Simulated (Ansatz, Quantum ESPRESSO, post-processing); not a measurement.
# Ballistic transmission: Cu chain with one atom pushed 0.5 Å aside at constant bond length, part 4 of 4

Aim: the zero-bias transmission with pwcond for this junction: Cu chain with one atom pushed 0.5 Å aside at constant bond length.

Quantum ESPRESSO 7.5; plane-wave DFT, PBE, GBRV ultrasoft pseudopotentials; cross-check by Ansatz 0.2.0 with PAW datasets.

So far. Step 2 (Self-consistent run): The run needed 22 iterations to bring the estimated error under 1e-07 Ry; the largest force on any atom, held or free, is 0.31 eV/Å. Step 3 (Transmission with pwcond.x): At no point does T exceed the number of channels.

**5. The same in Ansatz**

A second code with its own PAW datasets, on the same atoms.

Level of this step: plane-wave DFT, PBE, Ansatz PAW (Ansatz 0.2.0).

File input.yaml:

```yaml
crystal:
  lattice:
    - [7.5, 0.0, 0.0]
    - [0.0, 7.5, 0.0]
    - [0.0, 0.0, 25.1899888641]
  atoms:
    - { symbol: Cu, position: [0.5, 0.5, 0.0] }
    - { symbol: Cu, position: [0.5, 0.5, 0.0913061142] }
    - { symbol: Cu, position: [0.5, 0.5, 0.1826122284] }
    - { symbol: Cu, position: [0.5, 0.5, 0.2739183426] }
    - { symbol: Cu, position: [0.5, 0.5, 0.3652244568] }
    - { symbol: Cu, position: [0.566666667, 0.5, 0.4543469429] }
    - { symbol: Cu, position: [0.5, 0.5, 0.543469429] }
    - { symbol: Cu, position: [0.5, 0.5, 0.6347755432] }
    - { symbol: Cu, position: [0.5, 0.5, 0.7260816574] }
    - { symbol: Cu, position: [0.5, 0.5, 0.8173877716] }
    - { symbol: Cu, position: [0.5, 0.5, 0.9086938858] }
kpoints:
  mp_grid: { grid: [1, 1, 4] }
hamiltonian:
  xc: pbe
scf:
  occupations: { method: fermi_dirac, width: 0.1 }
  convergence: { dr2_threshold: 1.0e-08 }
output:
  transmission:
    leads: [[0, 1]]
    e_range: [-2.0, 2.0]
    de: 0.05
    kmesh: [1, 1]
    reduced_basis: true
  write_potential: true
  write_density: true
  volumetric_format: npy
  elf: true
```

On the command line:

```
$ ansatz run input.yaml --threads 4 --pin off --max-ram 8192MiB --backend cpu --events-out ev --progress --plain --runs-dir out
```

Numbers of over 12 decimals in the logs are rounded to 6 here.

Log:

```text
Engine: ansatz 0.2.0, aarch64-unknown-linux-gnu
Pseudopotentials: kind: paw
Pseudopotential: Cu, paw, valence charge 19, recommended cutoff 420 eV (normal), Cu.paw.azcp
Functional definition: PBE
  parameter kappa = 0.804
  parameter beta = 0.066725
  exchange = pbe_x(kappa = kappa, mu = beta*pi^2/3)
  correlation = pbe_c(beta = beta)
Crystal: 11 atoms, lattice volume = 1416.937 Å³
Basis set: ecut = 420 eV, 27765 PW (Γ)
Bands: 126, of which v1, the nominal top of the filled ones, is band 105 counted from 1 (104 counted from 0)
Symmetry: 4 space group operations
Space group: Pmm2 (ITA 25), of the structure as read, at distance tolerance 1.1e-4 Å
k-points: 3 of 4
Non-local potential: Cu, projectors of the file, l = 0: 3, l = 1: 2, l = 2: 3, l = 3: 1
PAW form: soft (Blöchl's): semilocal exchange-correlation on the pseudo side does not see the compensation charge
PAW one-centre angular grid: Cu, 590 points (default); XC on 64 Gauss nodes
Initial density: superposition of atomic densities (neutral atoms: chi_scale 0, normalization atom), corrected by the library's trained network
Initial wavefunctions: pseudopotential atomic-orbital guess
Functional: x = pbe(κ = 0.804, μ = 0.219515), c = pbe(β = 0.066725)
SCF iter   1: F=—  HF=-72855.327159 eV  |F-HF|=—  |Δ(HF+E_count)|=         —  Δρ=1.17e-3  dr2=1.81e-2  ethr=1.77e-3  ⟨swp⟩=9.7  Hψ=1651  notcnv=0  defer=5
preconditioner: auto → LDOS  [metal: Δε(μ)=0.021 eV  Ē_g=4.813 eV  σ=0.100 eV  W_gap=0.05  n_scr=202 (ndim 8)  ℏωp=10.9 eV  f_vac=0.750  D(μ)=12.88/eV (n_scr^D=50)  β→1.0]
SCF iter   2: F=—  HF=-72855.369767 eV  |F-HF|=—  |Δ(HF+E_count)|=   4.26e-2  Δρ=3.99e-4  dr2=1.94e-3  ethr=8.65e-6  ⟨swp⟩=2.0  Hψ=645  notcnv=0  defer=32
SCF iter   3: F=—  HF=-72855.370773 eV  |F-HF|=—  |Δ(HF+E_count)|=   1.01e-3  Δρ=7.17e-4  dr2=4.58e-3  ethr=9.28e-7  ⟨swp⟩=2.0  Hψ=660  notcnv=0  defer=32  recentre
SCF iter   4: F=—  HF=-72855.369988 eV  |F-HF|=—  |Δ(HF+E_count)|=   7.85e-4  Δρ=2.35e-4  dr2=4.42e-4  ethr=9.28e-7  ⟨swp⟩=2.0  Hψ=660  notcnv=0  defer=32
SCF iter   5: F=—  HF=-72855.369971 eV  |F-HF|=—  |Δ(HF+E_count)|=   1.62e-5  Δρ=8.55e-5  dr2=8.49e-5  ethr=2.11e-7  ⟨swp⟩=2.0  Hψ=520  notcnv=0  defer=32
SCF iter   6: F=—  HF=-72855.369951 eV  |F-HF|=—  |Δ(HF+E_count)|=   2.04e-5  Δρ=4.67e-5  dr2=2.76e-5  ethr=4.06e-8  ⟨swp⟩=2.0  Hψ=517  notcnv=0  defer=32
SCF iter   7: F=—  HF=-72855.369978 eV  |F-HF|=—  |Δ(HF+E_count)|=   2.73e-5  Δρ=3.87e-5  dr2=1.73e-5  ethr=1.32e-8  ⟨swp⟩=2.0  Hψ=468  notcnv=0  defer=32
SCF iter   8: F=—  HF=-72855.369423 eV  |F-HF|=—  |Δ(HF+E_count)|=   5.55e-4  Δρ=1.57e-5  dr2=3.62e-6  ethr=8.27e-9  ⟨swp⟩=1.0  Hψ=344  notcnv=0  defer=32
SCF iter   9: F=—  HF=-72855.369423 eV  |F-HF|=—  |Δ(HF+E_count)|=   2.08e-7  Δρ=8.55e-6  dr2=8.00e-7  ethr=1.73e-9  ⟨swp⟩=2.0  Hψ=482  notcnv=0  defer=32
SCF iter  10: F=—  HF=-72855.369423 eV  |F-HF|=—  |Δ(HF+E_count)|=   4.72e-7  Δρ=5.48e-6  dr2=3.80e-7  ethr=3.83e-10  ⟨swp⟩=2.0  Hψ=522  notcnv=0  defer=32
SCF iter  11: F=—  HF=-72855.369424 eV  |F-HF|=—  |Δ(HF+E_count)|=   4.19e-8  Δρ=2.33e-6  dr2=8.37e-8  ethr=1.82e-10  ⟨swp⟩=2.0  Hψ=461  notcnv=0  defer=32
SCF iter  12: F=—  HF=-72855.369424 eV  |F-HF|=—  |Δ(HF+E_count)|=   1.34e-9  Δρ=9.98e-7  dr2=1.75e-8  ethr=4.01e-11  ⟨swp⟩=2.0  Hψ=513  notcnv=0  defer=32
SCF iter  13: F=-72855.369423 eV  HF=-72855.369424 eV  |F-HF|=7.10e-9  |Δ(HF+E_count)|=  2.62e-10  Δρ=7.87e-7  dr2=8.62e-9  ethr=4.78e-12  ⟨swp⟩=10.3  Hψ=1304  notcnv=0
SCF 1 converged in 13 iterations: F = -72855.369423 eV  dr2 = 8.62e-9
  greatest PAW one-centre occupation: 1.000 electrons in one spin orbital (limit 2), on the Cu atom at site 8 (counted from 0), in its partial waves of l = 0
transmission: 32 of 192 steps passed
transmission: 64 of 192 steps passed
[...]
transmission: 192 of 192 steps passed
WARN: The output density's exchange-correlation potential varies sharply where the density is thin. Do not read a vacuum level from v_tot or v_xc, or from such a field of the output density. On a cell that repeats whose density bears no net charge and no dipole along the vacuum's axis use v_es (v_loc + v_h of the components); under efield.dipole_correction with no amplitude use v_es + v_field, which holds any externa [...]
SCF converged after 13 iterations
Free energy (F): -72855.369423 eV
Harris-Foulkes:  -72855.369424 eV  (|F-HF|=7.10e-9)
Internal energy: -72854.879997 eV  (E = F + TS)
E sigma→0 (E₀):  -72855.124710 eV
Entropy (-TS):   -0.489426 eV (-44.493 meV/atom)
Fermi energy:    -3.212912 eV
--- Per-component energies (eV) ---
  E_band       = -7733.020144
  E_kinetic    = 3298.874856
  E_local      = -101177.591463  (includes V_loc(G=0)·N_el)
  E_nonlocal   = 4403.303398
  E_hartree    = 46062.821703
  E_xc         = -945.441207
  E_vxc        = -1215.727148  (∫ρ·V_xc dr)
  E_paw        = -18397.927461  (= ΣΔE_a)
  E_vpaw       = -5167.518500  (= ΣTr[D̂ρ^β])
  E_aug_tail   = 0.003016  (compensation charges beyond the density's cutoff)
  E_ewald      = -6098.922840
  E_smearing   = -0.489426  (= −TS)
  E_closure    = 0.000000  (closes the sum)
  Σ components = -72855.369423   (vs F -72855.369423, Δ=0.00e0)
--- Band table (eV) ---
  k-point 0: bands = [... 101 lower, -3.4821, -3.4309, -3.4055, -3.2196, -3.2009, -1.6992, -1.6460, -0.1721, ... 17 higher]
  k-point 1: bands = [... 101 lower, -3.4679, -3.4618, -3.4180, -3.4169, -2.9093, -2.1302, -1.1867, -0.2365, ... 17 higher]
  k-point 2: bands = [... 101 lower, -3.4815, -3.4615, -3.4490, -3.4273, -2.5632, -2.5289, -0.7303, -0.6451, ... 17 higher]
--- Transmission ---
  basis      : 497 plane waves across, 32 finite elements along
  points     : 1, standing for a mesh of 1 x 1
  energies   : 81 from -2.000000 to 2.000000 eV about the Fermi level, 0.050000 eV apart; the leads are filled to 0.000000 eV, and channels, transmission and decay are at 0.000000 eV
  crystal 0  : Cu1, at the sites [0, 1], period 2.3000 Å, over 23.00 Å; its Hamiltonian steps by up to 2.0 meV
    offset         : up to 0.0000 Å between an atom of the period and one for which it stands
    channels       : 1.000000e0 a spin
    conductance    : none, the energies end too early or step too widely for 300 K: set another output.transmission.e_range or a lower de, or, where they end at an eighth of basis.ecutwfc, a higher one
  junction   : crystal 0 to crystal 0, -0.45 to 22.44 Å
    transmission   : 9.970566e-1 a spin
    error estimate : 1.264874e-6 a spin from the reduction of the transverse basis, at the most 2.673258e-4 at -0.950000 eV
    conductance    : none, the energies end too early or step too widely for 300 K: set another output.transmission.e_range or a lower de, or, where they end at an eighth of basis.ecutwfc, a higher one
```

Elapsed: 56 s, on 4 threads of Arm Neoverse V2, shared host; peak memory 2.2 GiB.

This step gave:

| Item | Value |
| --- | --- |
| free energy | -72855.3694 eV |
| energy at zero smearing | -72855.1247 eV |
| smearing term TS | 0.4894 eV |
| Fermi energy | -3.213 eV |
| symmetry operations | 4 |
| transmission at the Fermi level, one spin | 0.9971 |
| step of the lead's Hamiltonian over a period | 2 meV |

Per spin. Table of transmission by energy, zero at the Fermi level:

energy (eV), transmission and a bar from the least value:
```
   -2.000       0.99 
   -1.800       1.85 #####
   -1.600       2.70 ###########
   -1.400       2.93 ############
   -1.200       2.94 ############
   -1.000       3.96 ##################
   -0.800       5.85 ##############################
   -0.600       4.19 ####################
   -0.400       3.78 #################
   -0.200       1.89 ######
    0.000       1.00 
    0.200       1.00 
    0.400       1.00 
    0.600       1.00 
    0.800       0.99 
    1.000       0.99 
    1.200       0.99 
    1.400       0.99 
    1.600       0.99 
    1.800       0.99 
    2.000       0.99
```

Per spin. Table of open channels by energy, zero at the Fermi level:

| energy (eV) | open channels |
| --- | --- |
| -2.00 | 1 |
| -1.90 | 1 |
| -1.80 | 3 |
| -1.70 | 3 |
| -1.55 | 3 |
| -1.45 | 3 |
| -1.35 | 3 |
| -1.25 | 3 |
| -1.15 | 4 |
| -1.05 | 4 |
| -0.90 | 6 |
| -0.80 | 6 |
| -0.70 | 6 |
| -0.60 | 6 |
| -0.50 | 4 |
| -0.40 | 4 |
| -0.25 | 4 |
| -0.15 | 1 |
| -0.05 | 1 |
| 0.00 | 1 |
| 0.05 | 1 |
| 0.15 | 1 |
| 0.25 | 1 |
| 0.40 | 1 |
| 0.50 | 1 |
| 0.60 | 1 |
| 0.70 | 1 |
| 0.80 | 1 |
| 0.90 | 1 |
| 1.05 | 1 |
| 1.15 | 1 |
| 1.25 | 1 |
| 1.35 | 1 |
| 1.45 | 1 |
| 1.55 | 1 |
| 1.70 | 1 |
| 1.80 | 1 |
| 1.90 | 1 |
| 2.00 | 1 |

Valence density in the ca plane at fractional y = 0.500, with atoms of Cu within 0.2 Å of it. It is the smooth field of the valence electrons, not physical close to the nuclei.

Ten steps, logarithmic in the rise over the least value, from '0' (0 e/Å³) to '9' (54 e/Å³), each cell a mean:
```
00000000000000000000000000000000000000000000
00000000000000000000000000000000000000000000
00000000000000000000000000000000000000000000
00000000000000000000000000000000000000000000
00000000000000000000000000000000000000000000
00000000000000000000000000000000000000000000
00000133100000000000000000000000000000000000
22101477410122100012100012100012110012210001
65312599511366311256410246520146521136631125
98411476311599511489621379731269841159951148
87410122101488411378521268621258731148841137
43100000000133200134210134310124310023320013
10000000000000000001000001000001000000000000
00000000000000000000000000000000000000000000
00000000000000000000000000000000000000000000
00000000000000000000000000000000000000000000
00000000000000000000000000000000000000000000
00000000000000000000000000000000000000000000
00000000000000000000000000000000000000000000
00000000000000000000000000000000000000000000
```
Columns run along c (16.0 Å, from fractional 0.36 to 1.00 of the cell), rows up along a (7.5 Å). Atoms in or near the plane, at fractional coordinates: Cu at (0.37, 0.50), Cu at (0.45, 0.57), Cu at (0.54, 0.50), Cu at (0.63, 0.50), Cu at (0.73, 0.50), Cu at (0.82, 0.50), Cu at (0.91, 0.50).

Electrostatic potential energy in the ca plane at fractional y = 0.500, with atoms of Cu within 0.2 Å of it. With pseudopotentials it is smooth inside the atoms' cores, unlike the true potential.

Values in eV, 11 rows by 16 columns, each cell a mean:
```
  2   2   2   2   2   2   2   2   2   2   2   2   2   2   2   2
  2   2   2   2   2   2   2   2   2   2   2   2   2   2   2   2
  2   1   0   1   2   2   2   2   2   2   2   2   2   2   2   2
 -1  -3 -22  -4  -1   0  -1  -1   0  -1   0  -2   0  -1   0  -1
-32 -15 -53 -16 -31 -14 -23 -23 -14 -32  -8 -34  -9 -29 -17 -20
-50 -11 -33 -11 -49 -26 -38 -39 -25 -49 -16 -52 -18 -46 -30 -34
-20  -1  -1  -1 -19  -8 -14 -14  -8 -19  -4 -21  -5 -18 -10 -11
  0   1   2   1   0   1   0   0   1   0   1   0   1   0   1   1
  2   2   2   2   2   2   2   2   2   2   2   2   2   2   2   2
  2   2   2   2   2   2   2   2   2   2   2   2   2   2   2   2
  2   2   2   2   2   2   2   2   2   2   2   2   2   2   2   2
```
Columns run along c (16.0 Å, from fractional 0.36 to 1.00 of the cell; values clipped at the 3rd and 97th percentile), rows up along a (7.5 Å). Atoms in or near the plane, at fractional coordinates: Cu at (0.37, 0.50), Cu at (0.45, 0.57), Cu at (0.54, 0.50), Cu at (0.63, 0.50), Cu at (0.73, 0.50), Cu at (0.82, 0.50), Cu at (0.91, 0.50).

Ansatz finds T = 0.997 against pwcond's 0.996.

**6. All levels side by side**

All levels:

| step | T at the Fermi level (per spin) | conductance (G0) | r.m.s. T(E) from the first | CPU time of the step (s) | peak memory (GiB) |
| --- | --- | --- | --- | --- | --- |
| Ansatz | 0.9971 | - | 0 | 206.2 | 2.158 |
| pwcond | 0.9955 | 0.9955 | 0.6127 | 683.5 | 0.46 |
| pwcond, changed setting | 0.9955 | 0.9955 | 0.7366 | 210.6 | 0.39 |

Per spin. Transmission against energy, zero at the Fermi level:

| energy (eV) | Ansatz | pwcond | pwcond, changed setting |
| --- | --- | --- | --- |
| -2.00 | 0.990 | 0.995 | 0.995 |
| -1.80 | 1.85 | 0.991 | 0.991 |
| -1.60 | 2.70 | 2.17 | 2.15 |
| -1.40 | 2.93 | 2.73 | 2.74 |
| -1.20 | 2.94 | 2.95 | 2.95 |
| -1.00 | 3.96 | 3.60 | 3.57 |
| -0.90 | 5.82 | 3.95 | 3.95 |
| -0.80 | 5.85 | 5.35 | 4.61 |
| -0.70 | 5.19 | 5.60 | 5.58 |
| -0.50 | 3.74 | 5.03 | 5.21 |
| -0.30 | 3.68 | 3.76 | 3.73 |
| -0.10 | 0.997 | 2.03 | 3.34 |
| 0.00 | 0.997 | 0.996 | 0.996 |
| 0.10 | 0.997 | 0.996 | 0.996 |
| 0.30 | 0.996 | 0.995 | 0.995 |
| 0.50 | 0.996 | 0.995 | 0.995 |
| 0.70 | 0.995 | 0.994 | 0.994 |
| 0.90 | 0.995 | 0.994 | 0.994 |
| 1.00 | 0.994 | 0.994 | 0.994 |
| 1.20 | 0.994 | 0.993 | 0.993 |
| 1.40 | 0.993 | 0.993 | 0.993 |
| 1.60 | 0.992 | 0.992 | 0.992 |
| 1.80 | 0.991 | 0.991 | 0.991 |
| 2.00 | 0.989 | 0.989 | 0.989 |

**7. Worked from the printed numbers**

G = 0.996 × 77.48 µS = 77.1 µS a cell, a resistance of 13.0 kΩ.

**8. Outcome**

```yaml
conductance_from_t_at_the_fermi_level_a_cell: 0.996 G₀
lead_channels_per_spin: 1.00
the_same_conductance_by_ansatz: 0.997 G₀
```

In words: The junction conducts 0.996 G₀ a cell at the Fermi level (PBE, GBRV ultrasoft). At the Fermi level the junction passes 100 % of what the leads offer, nearly all. At the Fermi level pwcond and Ansatz differ by 0.15 %, a close match. Away from the Fermi level the two curves part, by 0.61 in r.m.s. Over -2 to 2 eV, T lies between 0.99 and 5.6 per spin. The geometry is as built, not relaxed, and the leads are short.

[Logs are printed without paths, hosts, clocks, repeated set-up lines and the standing remarks that a program may print on its own settings, such as how far it seeks lower states.]

[Hosts, paths, dates, database ids (printed as entryN), source tags and the programs' standing remarks are cut or masked in the printed files.]

[Maps of the electrostatic potential energy from Ansatz leave out the sawtooth potential of an applied field or a dipole correction, so their vacuum need not be flat; planar profiles and work functions include it.]
